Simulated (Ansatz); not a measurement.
# 1T-GeBr2 monolayer in a perpendicular field, part 2 of 2

What dipole does a perpendicular field induce in the 1T-GeBr2 monolayer, and does the gap follow? A positive field points along +c.

Ansatz 0.2.0; plane-wave DFT, PBE-D3(BJ), Ansatz PAW (set soft_1); PAW set soft_1.

So far, gap on the k-mesh (eV): step 2 (relaxation) 2.39.

## 3. Atoms held, field 0

A sawtooth potential applies the field, turning back in the middle of the vacuum. With the dipole correction the typed value is the field outside the slab. The induced dipole is small, so the SCF threshold is tight.

The cell differs from the one that the last finished run ended in (c 36.603 → 21.252 Å).

The input, input.yaml:

```yaml
crystal:
  lattice:
    - [4.0003323332, 0.0, 0.0]
    - [-2.0001661666, 3.4643894241, 0.0]
    - [0.0, 0.0, 21.2524984601]
  atoms:
    - { symbol: Br, position: [0.6666666667, 0.3333333333, 0.4234796213] }
    - { symbol: Ge, position: [0.0, 0.0, 0.5] }
    - { symbol: Br, position: [0.3333333333, 0.6666666667, 0.5765203787] }
kpoints:
  mp_grid: { grid: [18, 18, 1] }
  band_path:
    path: [[0, 0, 0], [0.5, 0, 0], [0.33333333, 0.33333333, 0], [0, 0, 0]]
    npoints: 16
hamiltonian:
  xc: pbe
  dispersion: d3bj
  pseudopotentials: { kind: paw, azcp: { folder: soft_1 } }
scf:
  occupations: { method: fermi_dirac, width: 0.02585 }
  convergence: { dr2_threshold: 1.0e-10 }
efield:
  axis: 3
  dipole_correction: true
  ramp_position: 0.97
  ramp_width: 0.06
  amplitude: 0
output:
  dos: { projected: true, e_range: [-6, 5] }
  write_potential: true
  write_density: true
  volumetric_format: npy
  elf: true
```

Launch:

```
ansatz run input.yaml --threads 2 --pin off --max-ram 3072MiB --backend cpu --events-out ev --progress --plain --runs-dir out
```

Numbers of over 12 decimals in the logs are rounded to 6 here.

Log:

```text
[...]
Crystal: 3 atoms, lattice volume = 294.532 Å³
Basis set: ecut = 420 eV, 5771 PW (Γ)
Bands: 18, of which v1, the nominal top of the filled ones, is band 14 counted from 1 (13 counted from 0)
Symmetry: 6 space group operations
k-points: 37 of 324 (time reversal used)
[...]
SCF iter   1: F=—  HF=-9863.854905 eV  |F-HF|=—  |Δ(HF+E_count)|=         —  Δρ=1.11e-2  dr2=8.46e-1  ethr=3.05e-3  p=0.000 e·Å  D=2.92e-14 V/Å  ΔV_dip=-0.00 eV  dr2_dipole=2.26e-12  V_vac-E_F(+/−)=5.20/5.20 eV  ⟨swp⟩=1.0  Hψ=4981  notcnv=0
efield: sawtooth ramp at fractional position 0.9700 (set: `efield.ramp_position`, or a place that a band, a saddle search or an elastic batch's reference lends), width 0.0600; the density the first Hamiltonian is built on has a dipole p = 0.000 e·Å; the dipole correction subtracts the counter field D = 2.92e-14 V/Å, which shifts the + side's vacuum level by -0.00 eV against the − side's; the planar-averaged density in the ramp window peaks in size at 5.5e-7 e/Å³
[...]
SCF iter   2: F=—  HF=-9863.644904 eV  |F-HF|=—  |Δ(HF+E_count)|=   2.10e-1  Δρ=4.31e-3  dr2=6.21e-2  ethr=3.02e-3  p=-0.000 e·Å  D=-4.86e-7 V/Å  ΔV_dip=0.00 eV  dr2_dipole=1.57e-11  V_vac-E_F(+/−)=5.45/5.45 eV  ⟨swp⟩=3.0  Hψ=1154  notcnv=0
[...]
SCF iter  11: F=-9863.644692 eV  HF=-9863.644692 eV  |F-HF|=3.64e-12  |Δ(HF+E_count)|=  1.11e-10  Δρ=3.80e-8  dr2=6.11e-12  ethr=1.00e-12  p=0.000 e·Å  D=7.64e-8 V/Å  ΔV_dip=-0.00 eV  dr2_dipole=3.97e-14  V_vac-E_F(+/−)=5.24/5.24 eV  ⟨swp⟩=3.1  Hψ=1496  notcnv=0
SCF 1 converged in 11 iterations: F = -9863.644692 eV  dr2 = 6.11e-12
[...]
NSCF: frozen V_eff on 49 k-points
efield: sawtooth ramp at fractional position 0.9700 (kept from the solve that this one continues, or follows in the run), width 0.0600; the density the first Hamiltonian is built on has a dipole p = 0.000 e·Å; the dipole correction subtracts the counter field D = 7.64e-8 V/Å, which shifts the + side's vacuum level by -0.00 eV against the − side's; the planar-averaged density in the ramp window peaks in size at 5.9e-7 e/Å³
WARN: The output density's exchange-correlation potential varies sharply where the density is thin. Do not read a vacuum level from v_tot or v_xc, or from such a field of the output density. On a cell that repeats whose density bears no net charge and no dipole along the vacuum's axis use v_es (v_loc + v_h of the components); under efield.dipole_correction with no amplitude use v_es + v_field, which holds any externa [...]
SCF converged after 11 iterations
Free energy (F): -9863.644692 eV
[...]
Internal energy: -9863.644692 eV  (E = F + TS)
E sigma→0 (E₀):  -9863.644692 eV
Fermi energy:    -2.256076 eV
Dipole field:    D = -0.000000 V/Å  (p = -0.000000 e·Å, saw-weighted, corrected)
Work function:   Φ+ = 5.2406 eV   Φ− = 5.2406 eV
Levels:          The Fermi level and band energies are counted from a zero that moves with the ramp; work functions are not
[...]
--- Band table (eV; the first three rows and the last of 37) ---
  k-point 0: bands = [... 10 lower, -4.8755, -4.7376, -4.7376, -3.9947, -1.1111, 0.0778, 0.0778, 2.4544]
  k-point 1: bands = [... 10 lower, -4.9564, -4.8149, -4.6994, -3.8565, -0.9852, 0.0361, 0.1127, 2.5185]
  k-point 2: bands = [... 10 lower, -5.1093, -5.0435, -4.6667, -3.6406, -0.7045, -0.0026, 0.2082, 2.6777]
  k-point 36: bands = [... 10 lower, -6.6007, -5.1288, -5.1288, -3.6296, 0.6070, 0.6070, 1.2660, 4.7893]
```

It took 20 s on 2 threads of Arm Neoverse V1, shared host; peak memory 0.56 GiB; 38 s of CPU time.

In the SCF lines HF is the Harris–Foulkes energy and dr2 the Hartree energy of the density residual, in eV; the loop may stop once dr2 is under the threshold and the program's other checks hold. Hψ counts applications of the Hamiltonian.

This step gave:

| Property | Result |
| --- | --- |
| gap on the k-mesh | 2.370 eV |
| dipole along the normal | -2.35e-7 e·Å |
| gap along the path | 2.364 eV |
| smallest direct gap along the path | 2.873 eV |
| ionisation energy, upper face | 6.460 eV |
| electron affinity, upper face | 4.096 eV |
| gap, the smaller of path and mesh | 2.364 eV |

Running mean over a fixed 2.5 Å (it still follows the layers) of the planar mean; the ramp of the sawtooth is left out. Electron's electrostatic potential energy less the Fermi level against z:

```tsv
z (Å)	electron's electrostatic potential energy less the Fermi level (eV)
3.0	5.24
3.5	5.24
4.0	5.24
4.5	5.24
5.0	5.24
5.5	5.24
6.0	5.22
6.5	5.14
7.0	4.75
7.5	3.28
8.0	0.969
8.5	-0.873
9.0	-2.36
9.5	-3.75
10.0	-3.99
10.5	-3.26
11.0	-3.60
11.5	-4.09
12.0	-3.13
12.5	-1.61
13.0	-0.0729
13.5	2.13
14.0	4.18
14.5	5.02
15.0	5.20
15.5	5.23
16.0	5.24
16.5	5.24
17.0	5.24
17.5	5.24
18.0	5.24
```

The density of states has structure finer than the step of the table below, so its rows give means over 0.25 eV, whole bins alone (the curve runs from -6 to 3.13 eV). Peaks (eV: height): -3.820: 10.0, -2.940: 8.37, -2.800: 23.6, -2.640: 14.7, -1.370: 7.01, 2.240: 6.56, 2.880: 11.6.

Table of density of states by energy, zero at the Fermi level of the run, which the smearing sets inside the gap; means over each step:

energy (eV), density of states (states/eV a cell) and a bar:
```
    -5.50        0.0 
    -5.25        0.4 #
    -5.00        2.2 #######
    -4.75        2.3 #######
    -4.50        1.9 ######
    -4.25        2.3 #######
    -4.00        3.3 ##########
    -3.75        4.9 ###############
    -3.50        2.5 #######
    -3.25        1.8 #####
    -3.00        4.9 ###############
    -2.75        9.9 ##############################
    -2.50        3.9 ############
    -2.25        0.0 
    -2.00        0.3 #
    -1.75        1.4 ####
    -1.50        3.3 ##########
    -1.25        2.8 ########
    -1.00        0.0 
    -0.75        0.0 
    -0.50        0.0 
    -0.25        0.0 
     0.00        0.0 
     0.25        0.0 
     0.50        0.0 
     0.75        0.0 
     1.00        0.0 
     1.25        0.2 
     1.50        0.3 #
     1.75        0.7 ##
     2.00        2.1 ######
     2.25        3.1 #########
     2.50        3.1 #########
     2.75        4.8 ###############
     3.00        4.6 ##############
```

Projected DOS per atom over height of the atomic layer and energy from the Fermi level. Layers: Br Ge Br from below.

Ten even steps from '0' (0.00 states/eV) to '9' (3.49 states/eV), each cell a mean:
```
191
161
050
010
000
000
000
000
000
000
212
212
000
404
909
202
424
212
111
222
000
000
```
Columns: height of the atomic layer (Å) from 9 to 12.3; rows upwards: energy from the Fermi level (eV) from -5.96 to 3.13.

Electronic bands along the path, in eV, zero at the Fermi level of the run, which the smearing sets inside the gap:

```tsv
point	band 11	band 12	band 13	band 14	band 15	band 16	band 17	band 18
Γ	-2.62	-2.48	-2.48	-1.74	1.14	2.33	2.33	4.71
halfway	-3.29	-2.84	-2.46	-1.36	1.88	2.80	2.91	5.34
M	-3.70	-2.81	-2.61	-1.97	2.09	3.05	3.25	5.08
halfway	-3.96	-2.87	-2.79	-1.55	2.62	2.87	3.32	5.73
K	-4.34	-2.87	-2.87	-1.37	2.86	2.86	3.52	7.05
halfway	-3.23	-2.89	-2.64	-1.26	2.36	2.54	3.02	5.65
Γ	-2.62	-2.48	-2.48	-1.74	1.14	2.33	2.33	4.71
```

Valence density in the ca plane at fractional y = 0.000, with atoms of Ge within 0.2 Å of it. It is the smooth field of the valence electrons, not physical close to the nuclei.

Ten steps, logarithmic in the rise over the least value, from '0' (0 e/Å³) to '9' (34 e/Å³), each cell a mean:
```
00000000000000000000002687310000000000000000
00000000000000000000001243210000000000000000
00000000000000000000000111100000000000000000
00000000000000000000100000001000000000000000
00000000000000000001110000011110000000000000
00000000000000000001110000011110000000000000
00000000000000000001110000001100000000000000
00000000000000000000000010000000000000000000
00000000000000000000001122100000000000000000
00000000000000000000001466210000000000000000
00000000000000000000002799410000000000000000
```
Columns run along c (16.0 Å, from fractional 0.09 to 0.84 of the cell), rows up along a (4.0 Å). Atoms in or near the plane, at fractional coordinates: Ge at (0.50, 0.00).

ELF in the ca plane at fractional y = 0.000, with atoms of Ge within 0.2 Å of it. It is the smooth field of the valence electrons, not physical close to the nuclei.

Ten even steps from '0' (0.00) to '9' (0.79), each cell a mean:
```
00000000000000000000146444552000000000000000
00000000000000000001135655642110000000000000
00000000000000001244433455433443200000000000
00000000000000013578863222357886420000000000
00000000000000024799985211379998631000000000
00000000000000025799996201479998631000000000
00000000000000014689974211368997521000000000
00000000000000002456643344335665310000000000
00000000000000000122224566532221000000000000
00000000000000000000136544652000000000000000
00000000000000000000146475552000000000000000
```
Columns run along c (16.0 Å, from fractional 0.09 to 0.84 of the cell), rows up along a (4.0 Å). Atoms in or near the plane, at fractional coordinates: Ge at (0.50, 0.00).

Electrostatic potential energy in the ca plane at fractional y = 0.000, with atoms of Ge within 0.2 Å of it. With pseudopotentials it is smooth inside the atoms' cores, unlike the true potential.

Ten even steps from '0' (-23 eV) to '9' (3 eV), each cell a mean:
```
99999999999999999999861000048999999999999999
99999999999999999999874000268999999999999999
99999999999999999999887544688999999999999999
99999999999999999998888877888889999999999999
99999999999999999988788888888789999999999999
99999999999999999987788999887789999999999999
99999999999999999998888888888889999999999999
99999999999999999999888766788899999999999999
99999999999999999999886211478999999999999999
99999999999999999999872000058999999999999999
99999999999999999999861000037999999999999999
```
Columns run along c (16.0 Å, from fractional 0.09 to 0.84 of the cell; values clipped at the 3rd and 97th percentile), rows up along a (4.0 Å). Atoms in or near the plane, at fractional coordinates: Ge at (0.50, 0.00).

The gap is 2.36 eV, with the valence edge 6.46 eV and the conduction edge 4.10 eV under the upper vacuum level.

## 4. Atoms held, field 0.1 V/Å

Edit input.yaml of step 3 so:

```diff
@@ -24,7 +24,6 @@
   dipole_correction: true
-  ramp_position: 0.97
-  ramp_width: 0.06
-  amplitude: 0
+  ramp_position: 0.9482
+  ramp_width: 0.1035
+  amplitude: 0.1
 output:
-  dos: { projected: true, e_range: [-6, 5] }
   write_potential: true
@@ -32,2 +31 @@
   volumetric_format: npy
-  elf: true
```

Log:

```text
[...]
Crystal: 3 atoms, lattice volume = 294.532 Å³
Basis set: ecut = 420 eV, 5771 PW (Γ)
Bands: 18, of which v1, the nominal top of the filled ones, is band 14 counted from 1 (13 counted from 0)
Symmetry: 6 space group operations
k-points: 37 of 324 (time reversal used)
[...]
--- Band table (eV; the first three rows and the last of 37) ---
  k-point 0: bands = [... 10 lower, -4.8771, -4.7366, -4.7366, -3.9948, -1.1115, 0.0775, 0.0775, 2.2667]
  k-point 1: bands = [... 10 lower, -4.9574, -4.8146, -4.6990, -3.8566, -0.9856, 0.0357, 0.1124, 2.3155]
  k-point 2: bands = [... 10 lower, -5.1100, -5.0431, -4.6666, -3.6407, -0.7048, -0.0031, 0.2079, 2.4416]
  k-point 36: bands = [... 10 lower, -6.6011, -5.1361, -5.1219, -3.6299, 0.6066, 0.6067, 1.2657, 4.7797]
[key lines of the parts left out:]
SCF converged after 11 iterations
Free energy (F): -9863.646571 eV
Fermi energy:    -2.256364 eV
Dipole field:    D = 0.023098 V/Å  (p = 0.037597 e·Å, saw-weighted, corrected)
```

Wall time 19 s (2 threads); peak memory 0.54 GiB; 37 s of CPU time.

The dipole is 0.0376 e·Å, and the gap 2.364 eV.

## 5. Single point, field -0.1 V/Å

Edit input.yaml of step 4 so:

```diff
@@ -26,3 +26,3 @@
   ramp_width: 0.1035
-  amplitude: 0.1
+  amplitude: -0.1
 output:
```

Log:

```text
[...]
Crystal: 3 atoms, lattice volume = 294.532 Å³
Basis set: ecut = 420 eV, 5771 PW (Γ)
Bands: 18, of which v1, the nominal top of the filled ones, is band 14 counted from 1 (13 counted from 0)
Symmetry: 6 space group operations
k-points: 37 of 324 (time reversal used)
[...]
--- Band table (eV; the first three rows and the last of 37) ---
  k-point 0: bands = [... 10 lower, -4.8773, -4.7367, -4.7367, -3.9949, -1.1117, 0.0773, 0.0773, 2.2666]
  k-point 1: bands = [... 10 lower, -4.9576, -4.8148, -4.6991, -3.8567, -0.9858, 0.0356, 0.1122, 2.3154]
  k-point 2: bands = [... 10 lower, -5.1102, -5.0433, -4.6668, -3.6409, -0.7050, -0.0033, 0.2077, 2.4414]
  k-point 36: bands = [... 10 lower, -6.6012, -5.1363, -5.1221, -3.6301, 0.6065, 0.6066, 1.2655, 4.7796]
[key lines of the parts left out:]
SCF converged after 11 iterations
Free energy (F): -9863.646571 eV
Fermi energy:    -2.256528 eV
Dipole field:    D = -0.023098 V/Å  (p = -0.037596 e·Å, saw-weighted, corrected)
```

It took 20 s on 2 threads; peak memory 0.54 GiB.

The dipole is -0.0376 e·Å, and the gap 2.364 eV.

## 6. Response, atoms held

This step: plane-wave DFT, PBE-D3(BJ), Ansatz PAW (set soft_1); response to a field along the normal, atoms held; PAW set soft_1 (Ansatz 0.2.0).

The dipoles give the slope, and the difference of two potentials shows where the field is screened.

Numbers from this step:

| Quantity | Value |
| --- | --- |
| equivalent conductor thickness p/(ε₀AE) | 4.909 Å |
| distance between the outer atoms | 3.252 Å |

Table of dipole of the cell by applied field:

```tsv
applied field (V/Å)	dipole of the cell (e·Å)
-0.1000	-0.0376
0.0000	-2.4e-7
0.1000	0.0376
```

Local field over the applied field, running mean. From the potentials at -0.1 and 0.1 V/Å; running mean over 2.5 Å. Local field over applied field against z:

```tsv
z (Å)	local field over applied field
4.13	1.000
4.43	0.999
4.87	0.998
5.17	0.997
5.61	0.991
5.90	0.982
6.20	0.966
6.64	0.916
6.94	0.860
7.23	0.783
7.67	0.644
7.97	0.544
8.41	0.392
8.71	0.298
9.00	0.217
9.45	0.136
9.74	0.107
10.04	0.0899
10.48	0.0773
10.77	0.0773
11.22	0.0899
11.51	0.107
11.81	0.136
12.25	0.217
12.54	0.298
12.84	0.392
13.28	0.544
13.58	0.644
14.02	0.783
14.32	0.860
14.61	0.916
15.05	0.966
15.35	0.982
15.64	0.991
16.09	0.997
16.38	0.998
16.82	0.999
17.12	1.000
```

Electrons, planar mean, per unit field. Induced electron density against z:

z (Å), induced electron density (e/Å³ per V/Å) and a bar from the least value:
```
     4.13    0.00000 ###############
     4.43    0.00000 ###############
     4.87    0.00001 ###############
     5.17    0.00001 ###############
     5.61    0.00004 ###############
     5.90    0.00008 ###############
     6.20    0.00015 ################
     6.64    0.00041 #################
     6.94    0.00075 ##################
     7.23    0.00133 #####################
     7.67    0.00266 ###########################
     7.97    0.00341 ##############################
     8.41    0.00260 ##########################
     8.71    0.00149 ######################
     9.00    0.00098 ###################
     9.45    0.00049 #################
     9.74   -0.00003 ###############
    10.04   -0.00030 ##############
    10.48   -0.00036 #############
    10.77    0.00036 #################
    11.22    0.00030 ################
    11.51    0.00003 ###############
    11.81   -0.00049 #############
    12.25   -0.00098 ###########
    12.54   -0.00149 ########
    12.84   -0.00260 ####
    13.28   -0.00341 
    13.58   -0.00266 ###
    14.02   -0.00133 #########
    14.32   -0.00075 ############
    14.61   -0.00041 #############
    15.05   -0.00015 ##############
    15.35   -0.00008 ###############
    15.64   -0.00004 ###############
    16.09   -0.00001 ###############
    16.38   -0.00001 ###############
    16.82    0.00000 ###############
    17.12    0.00000 ###############
```

The smaller of the gaps on the path and on the k-mesh, counted as 0 under 0.03 eV. The gap stays at 2.36 eV for applied field from -0.1 to 0.1 V/Å.

By hand: between -0.1 and 0.1 V/Å the dipole changes by 0.07519 e·Å, a slope of 0.3760 e·Å²/V. A perfect conductor of thickness t has p = ε₀AEt, so t = 180.95 × 0.3760 / 13.859 = 4.91 Å (e/ε₀ = 180.95 V·Å, A in Å²).

The induced dipole is that of a conductor 4.91 Å thick.

## 7. Outcome

```yaml
gap_without_field: 2.36 eV
ionisation_energy_upper_face: 6.46 eV
electron_affinity_upper_face: 4.10 eV
equivalent_conductor_thickness_atoms_held: 4.91 Å
```

**Reading.** The induced dipole equals that of a perfect conductor 4.91 Å thick, while the outer atoms lie 3.25 Å apart; an out-of-plane ε follows only once a thickness t is chosen, by 1 − 1/ε = 4.91 Å / t. The gap stays within 0.01 eV of 2.36 eV over the fields run, up to 0.1 V/Å in size. Semilocal functionals give gaps that are too small, and excitons are not included. Spin-orbit coupling is left out.

[Logs are printed without paths, hosts, clocks, repeated set-up lines and the standing remarks that a program may print on its own settings, such as how far it seeks lower states.]

[Hosts, paths, dates, database ids (printed as entryN), source tags and the programs' standing remarks are cut or masked in the printed files.]

[Maps of the electrostatic potential energy from Ansatz leave out the sawtooth potential of an applied field or a dipole correction, so their vacuum need not be flat; planar profiles and work functions include it.]

[The density of states shown here was stored with 400 of the rows of the run's finer table, so its peaks can read low, often by over a quarter, or be missed, and its means over a window can be off by a tenth or more.]
